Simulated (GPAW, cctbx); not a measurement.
# Li2CaO2: deformation density and structure factors from DFT

Question: by how much does bonding change the X-ray structure factors of Li2CaO2, how firmly does DFT give the change, and what does a routine refinement make of it?

The cell comes from substitution in a known structure type and wasn't matched to any measured phase. All numbers below are calculated.

**1. Relax the structure**

The density hangs on the geometry, so cell and atoms are relaxed first, with the symmetry held. The cutoff is set higher than for the density because stress converges slowly with plane waves.

Settings: GPAW 26.7.0, PBE, 900 eV, 5×5×3 k-points (along the axes of the calculation cell), Fermi–Dirac width 0.05 eV, BFGS to 0.03 eV/Å.

```text
cell
1.0
     3.367000000    0.000000000    0.000000000
    -1.683500000    2.915907535    0.000000000
     0.000000000    0.000000000    5.632000000
Ca O Li
1 2 2
Direct
0.000000000 0.000000000 0.000000000
0.666666667 0.333333333 0.238600000
0.333333333 0.666666667 0.761400000
0.666666667 0.333333333 0.620300000
0.333333333 0.666666667 0.379700000
```

```console
$ OMP_NUM_THREADS=1 mpirun -n 4 gpaw python run.py > gpaw.log
```

```text
BFGS:    0      -27.359884        1.027890
BFGS:    1      -27.388406        0.846128
BFGS:    2      -27.448805        0.194579
BFGS:    3      -27.449892        0.189600
...
BFGS:    7      -27.460993        0.060291
BFGS:    8      -27.461450        0.039883
BFGS:    9      -27.461726        0.027831
cell  3.3688 3.3688 5.5127  90.00 90.00 120.00
volume 54.181 A^3, largest force 0.011 eV/A, largest stress 0.41 GPa
```

After 9 steps the volume has changed by -2.0 % and the energy by -0.102 eV; the largest stress left is 0.41 GPa. It took 43 s on 4 cores of Arm Neoverse V1 (shared host), peak memory 0.88 GiB.

Relaxed structure: P-3m1 (no. 164), a = 3.3688 Å, b = 3.3688 Å, c = 5.5127 Å, α = 90.00°, β = 90.00°, γ = 120.00°.

```csv
atom,mult.,x,y,z
Ca1,1,0,0,0
O1,2,2/3,1/3,0.2545
Li1,2,2/3,1/3,0.6177
```

**2. Density and charge transfer**

X-rays see the whole electron density, so the PAW density is rebuilt with its core regions. Subtracting spherical free atoms from the same code cancels the cores and leaves the deformation density Δρ, the part due to bonding.

Settings: PBE, 550 eV, 6×6×4 k-points (along the axes of the calculation cell), Fermi–Dirac width 0.05 eV; primitive cell of 5 atoms.

```console
$ OMP_NUM_THREADS=1 mpirun -n 4 gpaw python run.py > gpaw.log
```

```text
|iter:   1|       0s |  -29.235832 | +0.18 |       |
|iter:   2|       1s |  -28.597449 | -1.75 | -0.87 |
|iter:   3|       1s |  -27.062404 | -0.88 | -0.92 |
...
|iter:   7|       2s |  -27.073583c| -5.79 | -3.09 |
|iter:   8|       3s |  -27.073586c| -6.69 | -3.72 |
|iter:   9|       3s |  -27.073587c| -8.02c| -4.44c|
```

```text
grid (40, 40, 60)  electrons 42.000  moved by bonding 1.082 e
deformation density beyond 0.5 A of the nuclei: max 0.156, min -0.059 e/A^3
atom        x       y       z   Voronoi charge  moment
Ca1    0.0000  0.0000  0.0000      0.314       0.00
O 2    0.6667  0.3333  0.2545     -0.431       0.00
O 3    0.3333  0.6667  0.7455     -0.431       0.00
Li4    0.6667  0.3333  0.6177      0.274       0.00
Li5    0.3333  0.6667  0.3823      0.274       0.00
mean inner potential of superposed free atoms 17.869 V
total magnetic moment 0.000 muB
```

Deformation density in a plane through the shortest contact of the O atom at the origin, in 0.01 e/Å³ (clipped at ±99); x from -1.6 to 3.6 Å, y from 2.4 down to -2.4 Å:

```text
 -2  -5  -6  -5  -4  -3  -3  -3  -2   1   8  12  10  12  12   5
 -1  -5  -6  -5  -4  -3   .   .  -1   3  11  10   .   .  13   8
 -1  -5  -6  -5  -4  -3   .   .  -2   1   9  15   .   .  14   6
 -3  -5  -4  -2   1   2   1  -1  -2  -1   3  10  12  11   7   1
 -5  -4   0   6  10  11   9   3  -1  -2  -1   1   3   2  -1  -3
 -5  -2   5  12  10   .  15   9   1  -2   .  -2  -2  -3  -5  -6
 -5  -1   7  13   .   .  10  11   3  -1   .   .  -3  -4  -5  -6
 -5  -2   5  13  10   .  13   9   1  -2   .  -3  -3  -4  -5  -6
 -5  -3   1   7   9   8   7   2  -2  -4  -4  -3  -3  -4  -5  -5
  0   2   0   0   0   0  -1  -3  -4  -4  -4  -4  -4  -4  -4  -2
  .   .   5  -2  -4  -5  -5  -5  -5  -5  -5  -5  -5  -5  -3   3
  .   .  -1  -2  -5  -5  -5  -5  -5  -5  -5  -5  -5  -5  -2  -1
  3  -3   2  -3  -5  -5  -5  -5  -5  -5  -4  -4  -4  -4  -2   4
```

Atoms in or within 0.15 Å of the plane: Ca (-1.4, -1.9), O (0.0, 0.0), O (2.7, 1.9), Li (2.0, 0.0), Li (0.7, 1.9) Å. Dots mark points within about 0.45 Å of a nucleus; large values next to them are atomic features.

O gains most (-0.43 e) and Ca loses most (+0.31 e); O is the most electronegative element, but the order of the others doesn't follow electronegativity. Such charges fall far short of formal ones, since overlapping free atoms already put density on their neighbours. Along the shortest contact from the O atom at the map's origin, O–Li at 2.00 Å, Δρ is +0.08 e/Å³ at the midpoint and highest, +0.15, 0.63 Å from O (points within 0.5 Å of a nucleus left out): little piles up between the atoms, as in an ionic contact (the run has a band gap). At the midpoints of other shortest contacts it is -0.02 (Li–Li, 2.34 Å), +0.02 (Ca–O, 2.40 Å), -0.04 (Ca–Li, 2.87 Å) and -0.02 (O–O, 3.33 Å) e/Å³. Point values carry grid noise of about 0.01 e/Å³. The run needed 9 iterations, 7 s.

**3. From the density to structure factors**

The Fourier components of Δρ, added to those of the free atoms, give the static X-ray structure factors; the Mott–Bethe relation turns them into the Fourier components V of the potential that fast electrons feel.

```text
static structure factors of the conventional cell: F in electrons, V (Mott-Bethe) in volts
   h  k  l      d  |F| table  |F| free   |F| DFT   change   |V| free  |V| DFT  change %
   0  0  1  5.5127    13.845    13.918    13.878   -0.040     3.069    3.172      3.4
   1  0  0  2.9175     7.169     7.220     6.835   -0.384     1.282    1.559     21.6
   0  0  2  2.7564     3.290     3.372     2.678   -0.694     0.776    1.222     57.5
   1  0  1  2.5786    23.796    23.733    24.490    0.757     5.097    4.671     -8.4
   1  0 -1  2.5786     8.070     8.126     7.709   -0.417     2.232    2.467     10.5
   1  0  2  2.0036    19.964    19.931    20.169    0.238     4.132    4.051     -2.0
   1  0 -2  2.0036    15.297    15.285    15.466    0.181     2.730    2.668     -2.3
   0  0  3  1.8376    15.056    15.048    15.088    0.040     2.836    2.825     -0.4
   1  1  0  1.6844    23.084    23.050    23.124    0.075     4.548    4.531     -0.4
   1  1  1  1.6109     9.039     9.062     9.067    0.005     1.328    1.327     -0.1
   1  0  3  1.5549     1.397     1.437     1.482    0.045     0.384    0.393      2.4
   1  0 -3  1.5549    18.604    18.597    18.585   -0.012     3.450    3.452      0.1
   2  0  0  1.4587     5.763     5.788     5.829    0.041     0.578    0.571     -1.3
   1  1  2  1.4373     3.880     3.893     3.951    0.058     0.120    0.110     -8.5
```

The largest X-ray change is +0.76 e on 101, 3.2 % of |F|. For electrons V goes as (Z − F)/g², so a change of F counts against Z − F, which is small at low angle and wherever the atoms' terms cancel: |V| of 002 moves by +57.5 % (0.78 to 1.22 V) against -20.6 % in |F|. The tabulated Hartree–Fock atoms differ from the free DFT atoms by up to 0.08 e, so the choice of reference atom matters too.

**4. Which functional?**

The same geometry is run with other functionals, to see whether the bonding signal is larger than the spread between approximations. Free atoms are LDA for LDA and PBE otherwise. Any other changed setting is in the row's label.

| run | ΔF 101 (e) | ΔF 002 (e) | ΔF 1 0 -1 (e) | q(O) (e) | moved (e) | time |
| --- | --- | --- | --- | --- | --- | --- |
| PBE | +0.757 | -0.694 | -0.417 | -0.431 | 1.082 | 7 s |
| LDA | +0.715 | -0.658 | -0.386 | -0.405 | 1.027 | 6.8 s |
| RPBE | +0.787 | -0.715 | -0.433 | -0.447 | 1.129 | 7 s |

At the base's settings ΔF(101) spans +0.715 to +0.787 e, a spread of 10 % of the PBE value; over the three listed reflections the spread is at most 11 %, so sign and size hold across the functionals. Times are from shared hosts.

**5. Refining ordinary atoms against data with bonding**

Routine crystallography fits spherical atoms. To see the bias, intensities are simulated from tabulated atoms plus the DFT change ΔF, so that bonding alone can misfit (3572 reflections of the full sphere, merged to the counts below, to 0.4 Å, 0.5 % proportional noise plus counting noise, assumed isotropic U as listed, Δρ smeared by the mean U) and refined with cctbx over different ranges.

```
                    range  data      R1  GooF  U Ca1 (true 0.0065)  U O1 (true 0.0083)  U Li1 (true 0.0098)  largest shift (Å)  Δρ max, min (e/Å³)
                 all data   383  0.0054  2.40               0.0065              0.0083               0.0098             0.0007         0.23, -0.10
 low resolution, d > 0.84    53  0.0079  6.19               0.0067              0.0085               0.0102             0.0022         0.14, -0.06
     high order, d < 0.75   312  0.0042  0.94               0.0065              0.0083               0.0098             0.0002         0.08, -0.10
occupancies free, d > 0.7    84  0.0073  3.66               0.0064              0.0097               0.0094             0.0003         0.10, -0.06
```

With all data GooF is 2.40, so the misfit of spherical atoms stands above the noise; the top residual peak lies 0.58 Å from O and 2.11 Å from Ca. No U is off by more than 3 s.u. at low resolution. With Ca1 held at 1 and the scale free, the other occupancies refine to O1 1.034(0.005) and Li1 0.990(0.013), on sites that are all full: they absorb part of the misfit, and only ratios to the fixed site mean anything.

**6. Answer**

Bonding moves 1.08 e in the primitive cell of Li2CaO2 and changes the structure factors of the conventional cell in the table above by at most 0.76 e (101, 3.2 %), and among reflections above 2 % of the strongest by up to 20.6 % (002). The shortest bond, O–Li, has Δρ = +0.08 e/Å³ at its midpoint, which with the charge transfer marks a mainly ionic contact. At the base's settings ΔF(101) spans +0.715 to +0.787 e, a spread of 10 % of the PBE value; over the three listed reflections the spread is at most 11 %, so sign and size hold across the functionals. With all data GooF is 2.40, so the misfit of spherical atoms stands above the noise. Limits: static density, frozen cores, no spin–orbit coupling.

[Outputs are excerpts: Python notices, other lines and further rows are left out; steps that failed or that the build refused (PBEsol, TPSS) are not shown.]

[Logs are printed without paths, hosts, clocks, repeated set-up lines and the standing remarks that a program may print on its own settings, such as how far it seeks lower states.]
